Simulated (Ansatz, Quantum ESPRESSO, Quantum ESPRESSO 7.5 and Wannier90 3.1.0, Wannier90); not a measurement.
# zigzag Be chain, bond 2.15 Å, width 0.8 Å: Wannier functions and conductance

Wanted: localised orbitals and the quantum conductance of this wire: zigzag Be chain, bond 2.15 Å, width 0.8 Å.

Method: plane-wave DFT, PBE, GBRV ultrasoft pseudopotentials (cross-check by Ansatz 0.2.0 with PAW datasets), in Quantum ESPRESSO 7.5 and Wannier90 3.1.0.

Report form: the programs' logs are mostly left out.

### Step 1. The structure

The cell holds 2 atoms: 2 Be. Its edges and angles: a = 9.000 Å, b = 8.000 Å, c = 3.991 Å, α = 90.0°, β = 90.0°, γ = 90.0°. Vacuum lies along a and b. The structure's axis is c.

### Step 2. Self-consistent run

scf.in reads:

```
&control
  prefix = 'scf'
  outdir = './out'
  pseudo_dir = './pseudo'
  calculation = 'scf'
  tprnfor = .true.
/
&system
  ibrav = 0
  nat = 2
  ntyp = 1
  ecutwfc = 34
  ecutrho = 170
  occupations = 'smearing'
  smearing = 'mv'
  degauss = 0.005
/
&electrons
  conv_thr = 1e-07
  mixing_beta = 0.4
  electron_maxstep = 120
  mixing_mode = 'local-TF'
/
ATOMIC_SPECIES
  Be  9.0122  be_pbe_v1.4.uspp.F.UPF
CELL_PARAMETERS angstrom
  9.00000000000000 0.00000000000000 0.00000000000000
  0.00000000000000 8.00000000000000 0.00000000000000
  0.00000000000000 0.00000000000000 3.99124040869502
ATOMIC_POSITIONS crystal
  Be  -0.044444444400 0.000000000000 0.000000000000
  Be  0.044444444400 0.000000000000 0.500000000000
K_POINTS automatic
  1 1 20 0 0 0
```

Started as:

```bash
OMP_NUM_THREADS=1 mpirun -n 2 pw.x -nk 1 -in scf.in > scf.out
```

Run time: 7.7 s. Hardware: 2 MPI ranks of Arm Neoverse V1, shared host; peak memory 0.27 GiB; 15 s of CPU time.

This step gave:

```
free energy  : -763.1751 eV
Fermi energy : -2.842 eV
```

The program's own clock; routines nest. Time by routine:

```tsv
routine	wall time (s)	calls
PWSCF	7.16	1
electrons	6.59	1
c_bands	2.92	10
cegterg	2.72	110
h_psi	2.44	380
fftw	2.4	5258
vloc_psi	2.21	380
mix_rho	1.37	10
sum_band	1.34	10
newd	0.76	11
ffts	0.75	1128
init_run	0.36	1
v_of_rho	0.28	11
calbec	0.17	534
```

The run needed 10 iterations to bring the estimated error under 1e-07 Ry; the largest force on any atom, held or free, is 0.94 eV/Å.

### Step 3. Full uniform mesh without symmetry

Wannier90 needs the states on a whole uniform mesh, listed point by point, without symmetry.

nscf.in reads:

```
&control
  prefix = 'nscf'
  outdir = './out'
  pseudo_dir = './pseudo'
  calculation = 'nscf'
/
&system
  ibrav = 0
  nat = 2
  ntyp = 1
  ecutwfc = 34
  ecutrho = 170
  occupations = 'smearing'
  smearing = 'mv'
  degauss = 0.005
  nosym = .true.
  noinv = .true.
  nbnd = 18
/
&electrons
  conv_thr = 1e-09
  mixing_beta = 0.4
  electron_maxstep = 120
  mixing_mode = 'local-TF'
  diago_full_acc = .true.
/
ATOMIC_SPECIES
  Be  9.0122  be_pbe_v1.4.uspp.F.UPF
CELL_PARAMETERS angstrom
  9.00000000000000 0.00000000000000 0.00000000000000
  0.00000000000000 8.00000000000000 0.00000000000000
  0.00000000000000 0.00000000000000 3.99124040869502
ATOMIC_POSITIONS crystal
  Be  -0.044444444400 0.000000000000 0.000000000000
  Be  0.044444444400 0.000000000000 0.500000000000
K_POINTS crystal
10
  0.0000000000 0.0000000000 0.0000000000 0.1
  0.0000000000 0.0000000000 0.1000000000 0.1
  0.0000000000 0.0000000000 0.2000000000 0.1
  0.0000000000 0.0000000000 0.3000000000 0.1
  0.0000000000 0.0000000000 0.4000000000 0.1
  0.0000000000 0.0000000000 0.5000000000 0.1
  0.0000000000 0.0000000000 0.6000000000 0.1
  0.0000000000 0.0000000000 0.7000000000 0.1
  0.0000000000 0.0000000000 0.8000000000 0.1
  0.0000000000 0.0000000000 0.9000000000 0.1
```

Started as:

```bash
cp -r out/scf.save out/nscf.save
cp out/scf.xml out/nscf.xml
OMP_NUM_THREADS=1 mpirun -n 2 pw.x -nk 1 -in nscf.in > nscf.out
```

Wall time 9.4 s (2 MPI ranks); peak memory 0.12 GiB.

Read from the output:

* Fermi energy: -2.833 eV

The program's own clock; routines nest. Time by routine:

```tsv
routine	wall time (s)	calls
PWSCF	8.84	1
electrons	8.55	1
c_bands	8.55	1
cegterg	8.3	35
h_psi	6.1	666
vloc_psi	5.54	666
fftw	5.06	11580
h_psi:calbec	0.28	666
calbec	0.27	666
add_vuspsi	0.26	666
s_psi	0.25	666
cdiaghg	0.23	631
init_run	0.2	1
newd	0.07	1
```

### Step 4. Neighbour list from wannier90 -pp

The .win file sets projections and windows: states in the frozen window are kept exactly, the outer window gives room to disentangle.

wan.win reads:

```
num_wann = 8
num_bands = 18
num_iter = 200
num_print_cycles = 20
conv_tol = 1e-8
conv_window = 5
guiding_centres = true
dis_num_iter = 1500
dis_conv_tol = 1e-8
dis_win_min = -13.8424
dis_win_max = 6.1576
dis_froz_max = -1.3424
search_shells = 120
fermi_energy = -2.8424

transport = true
transport_mode = bulk
one_dim_axis = z
dist_cutoff = 19.86
dist_cutoff_mode = one_dim
tran_win_min = -4.0
tran_win_max = 2.0
tran_energy_step = 0.02

bands_plot = true
bands_num_points = 96
begin kpoint_path
G 0.0 0.0 0.0 Z 0.0 0.0 0.5
end kpoint_path

begin projections
Be:s;p
end projections

begin unit_cell_cart
ang
  9.0000000000 0.0000000000 0.0000000000
  0.0000000000 8.0000000000 0.0000000000
  0.0000000000 0.0000000000 3.9912404087
end unit_cell_cart

begin atoms_frac
  Be -0.0444444444 0.0000000000 0.0000000000
  Be 0.0444444444 0.0000000000 0.5000000000
end atoms_frac

mp_grid = 1 1 10
begin kpoints
  0.0 0.0 0.0000000000
  0.0 0.0 0.1000000000
  0.0 0.0 0.2000000000
  0.0 0.0 0.3000000000
  0.0 0.0 0.4000000000
  0.0 0.0 0.5000000000
  0.0 0.0 0.6000000000
  0.0 0.0 0.7000000000
  0.0 0.0 0.8000000000
  0.0 0.0 0.9000000000
end kpoints
```

Started as:

```bash
OMP_NUM_THREADS=1 wannier90.x -pp wan > wan.pp.log
```

It took 0.46 s on 1 MPI rank; peak memory 0.09 GiB.

### Step 5. Overlaps and projections

pw2wannier90.x computes the overlaps between neighbouring k-points and the projections.

wan.p2w.in reads:

```
&inputpp
  prefix = 'nscf'
  outdir = './out'
  seedname = 'wan'
  write_mmn = .true.
  write_amn = .true.
  write_unk = .false.
/
```

Started as:

```bash
OMP_NUM_THREADS=1 mpirun -n 2 pw2wannier90.x -in wan.p2w.in > wan.p2w.out
```

The job ended after 4.5 s (2 MPI ranks; peak memory 0.11 GiB).

### Step 6. Wannier functions and transport

After disentangling and localising, transport_mode = bulk builds principal layers from hoppings within dist_cutoff and counts open channels.

wan.win is that of step 4.

Started as:

```bash
OMP_NUM_THREADS=1 wannier90.x wan > wan.run.log
```

Wall time 2.4 s (1 MPI rank); peak memory 0.09 GiB.

Numbers from this step:

```
lead channels at the Fermi level, one spin                                        : 9.92e-4
total spread                                                                      : 19.46 Å²
gauge-invariant spread                                                            : 16.52 Å²
largest misfit to plane-wave levels between mesh points, inside the frozen window : 0.007549 eV
```

Per spin. Quantum conductance of the perfect wire, open channels against energy, zero at the Fermi level:

```tsv
energy (eV)	quantum conductance of the perfect wire, open channels
-4.0000	1.000
-3.7600	1
-3.5000	1
-3.2600	1
-3.0000	1
-2.7600	1
-2.5000	1
-2.2600	1
-2.0000	1
-1.7600	1
-1.5000	1
-1.2600	1
-1.0200	1
-0.7600	1
-0.5000	1
-0.2600	1
0.0000	9.9e-4
0.2400	3.00
0.5000	3.00
0.7400	2
1.0000	2
1.2400	2
1.5000	2
1.7400	2
2.0000	2
```

Wannier functions:

```tsv
no.	x (Å)	y (Å)	z (Å)	spread (Å²)
1	-1.511	4	-6.00e-6	4.207
2	4.90e-5	2.00e-6	0.9978	1.441
3	-1.214	0	3.00e-5	1.793
4	-0.4976	-4.00e-6	0	2.289
5	1.511	4	1.996	4.207
6	-4.90e-5	2.00e-6	2.993	1.441
7	1.214	0	1.996	1.793
8	0.4976	-9.00e-6	1.996	2.289
```

Electronic bands along the path, in eV, zero at the Fermi level; v1 is the highest filled band, c1 the lowest empty one:

```tsv
point	v2	v1	c1	c2	c3	c4
Γ	-4.20	-0.12	0.15	0.52	3.08	4.49
halfway	-3.78	-0.75	0.37	0.70	3.29	4.15
Z	-2.56	-2.56	1.76	1.76	2.34	2.34
```

Bands and channels are those of the Wannier model: bands that were not projected, and all outside the frozen window, are missing or only approximate.

At least 2 of the functions sit far from every atom, off the bonds: the outer window has let in states of the vacuum, so the basis is not the atomic one that was projected.

### Step 7. Neighbour list from wannier90 -pp, with dis_froz_max − E_F = -2.0

A sensitivity test on the input.

wan_w.win is the input of step 6 with these lines changed:

```diff
@@ -11,3 +11,3 @@
 dis_win_max = 6.1576
-dis_froz_max = -1.3424
+dis_froz_max = -4.8424
 search_shells = 120
```

Started as:

```bash
OMP_NUM_THREADS=1 wannier90.x -pp wan_w > wan_w.pp.log
```

Elapsed: 0.46 s, on 1 MPI rank; peak memory 0.09 GiB.

### Step 8. Overlaps and projections

The same post-processing, on the changed run.

wan_w.p2w.in reads:

```
&inputpp
  prefix = 'nscf'
  outdir = './out'
  seedname = 'wan_w'
  write_mmn = .true.
  write_amn = .true.
  write_unk = .false.
/
```

Started as:

```bash
OMP_NUM_THREADS=1 mpirun -n 2 pw2wannier90.x -in wan_w.p2w.in > wan_w.p2w.out
```

Run time: 4.5 s. Hardware: 2 MPI ranks; peak memory 0.11 GiB.

### Step 9. Wannier functions and transport, with dis_froz_max − E_F = -2.0

How much does a setting matter? One run is repeated with a change.

wan_w.win is the input of step 6 with these lines changed:

```diff
@@ -11,3 +11,3 @@
 dis_win_max = 6.1576
-dis_froz_max = -1.3424
+dis_froz_max = -4.8424
 search_shells = 120
```

Started as:

```bash
OMP_NUM_THREADS=1 wannier90.x wan_w > wan_w.run.log
```

Run time: 2.9 s. Hardware: 1 MPI rank; peak memory 0.09 GiB.

The changed values were drawn from a wide range, not chosen for quality; the comparison shows what they did here together.

The total spread is 21.7 against 19.5 Å². Between −2 and 1.5 eV the channel count differs from the first run's at 8 % of the energies, and at the Fermi level it is 1 against 0. The frozen window now ends below the Fermi level, so the states there are no longer held.

### Step 10. The same in Ansatz

A second code with its own PAW datasets, on the same atoms.

Level of this step: plane-wave DFT, PBE, Ansatz PAW (Ansatz 0.2.0).

System of this step: zigzag Be chain, bond 2.15 Å, width 0.8 Å, 2 periods. The cell holds 4 atoms: 4 Be. Its edges and angles: a = 9.000 Å, b = 8.000 Å, c = 7.982 Å, α = 90.0°, β = 90.0°, γ = 90.0°. Vacuum lies along a and b. The structure's axis is c.

input.yaml reads:

```yaml
crystal:
  lattice:
    - [9.0, 0.0, 0.0]
    - [0.0, 8.0, 0.0]
    - [0.0, 0.0, 7.9824808174]
  atoms:
    - { symbol: Be, position: [-0.0444444444, 0.0, 0.0] }
    - { symbol: Be, position: [0.0444444444, 0.0, 0.25] }
    - { symbol: Be, position: [-0.0444444444, 0.0, 0.5] }
    - { symbol: Be, position: [0.0444444444, 0.0, 0.75] }
kpoints:
  mp_grid: { grid: [1, 1, 10] }
hamiltonian:
  xc: pbe
scf:
  occupations: { method: fermi_dirac, width: 0.05 }
  convergence: { dr2_threshold: 1.0e-08 }
output:
  transmission:
    leads: [[0, 0]]
    e_range: [-4.0, 2.0]
    de: 0.05
    kmesh: [1, 1]
    reduced_basis: true
```

Started as:

```bash
ansatz run input.yaml --threads 2 --pin off --max-ram 4096MiB --backend cpu --events-out ev --progress --plain --runs-dir out
```

Elapsed: 67 s, on 2 threads; peak memory 0.59 GiB.

Read from the output:

| Quantity | Value |
| --- | --- |
| free energy | -360.2548 eV |
| energy at zero smearing | -360.2304 eV |
| smearing term TS | 0.04884 eV |
| Fermi energy | -2.844 eV |
| symmetry operations | 16 |
| lead channels at the Fermi level, one spin | 0 |

Per spin. Open channels against energy, zero at the Fermi level:

```tsv
energy (eV)	open channels
-4.000	1
-3.800	1
-3.600	1
-3.400	1
-3.200	1
-3.000	1
-2.800	1
-2.600	1
-2.400	1
-2.200	1
-2.000	1
-1.800	1
-1.600	1
-1.400	1
-1.200	1
-1.000	1
-0.800	1
-0.600	1
-0.400	1
-0.200	1
0.000	0
0.200	3
0.400	3
0.600	2
0.800	2
1.000	2
1.200	2
1.400	2
1.600	2
1.800	2
2.000	2
```

### Step 11. What came out

| Quantity | Value |
| --- | --- |
| open channels at the Fermi level, per spin | 0 |
| gap in the conductance, to one step of the energy grid | 0.08 eV |
| total spread | 19.5 Å² |
| gauge-invariant spread | 16.5 Å² |
| largest band misfit in the frozen window | 0.00755 eV |
| channels at the Fermi level by Ansatz | 0 |

**Reading.** The wire has no channel at the Fermi level: its conductance has a gap of 0.08 eV. Between -4 and 1.5 eV the channel count from Wannier functions equals that from Ansatz's layer matching at 98 % of the energies; outside the frozen window the Wannier bands are not held to the plane-wave ones. A band edge of the lead lies within 0.06 eV of the Fermi level, so the channel count there hangs on small shifts and on temperature. Each plane-wave level in the frozen window has a Wannier level within 0.01 eV; this test doesn't see extra bands that a model may add. At least one function lies in the vacuum, so the spreads don't describe atomic orbitals, though the frozen bands are still reproduced. The wire is perfect, so the conductance only counts bands: each channel, with its partner of the other spin, carries G₀ = 2e²/h. It was run without spin polarisation, which was not tested. It is as built, with forces up to 0.9 eV/Å; relaxing the bonds would move the band edges.

[Logs are printed without paths, hosts, clocks, repeated set-up lines and the standing remarks that a program may print on its own settings, such as how far it seeks lower states.]

[Hosts, paths, dates, database ids (printed as entryN), source tags and the programs' standing remarks are cut or masked in the printed files.]

[Maps of the electrostatic potential energy from Ansatz leave out the sawtooth potential of an applied field or a dipole correction, so their vacuum need not be flat; planar profiles and work functions include it.]
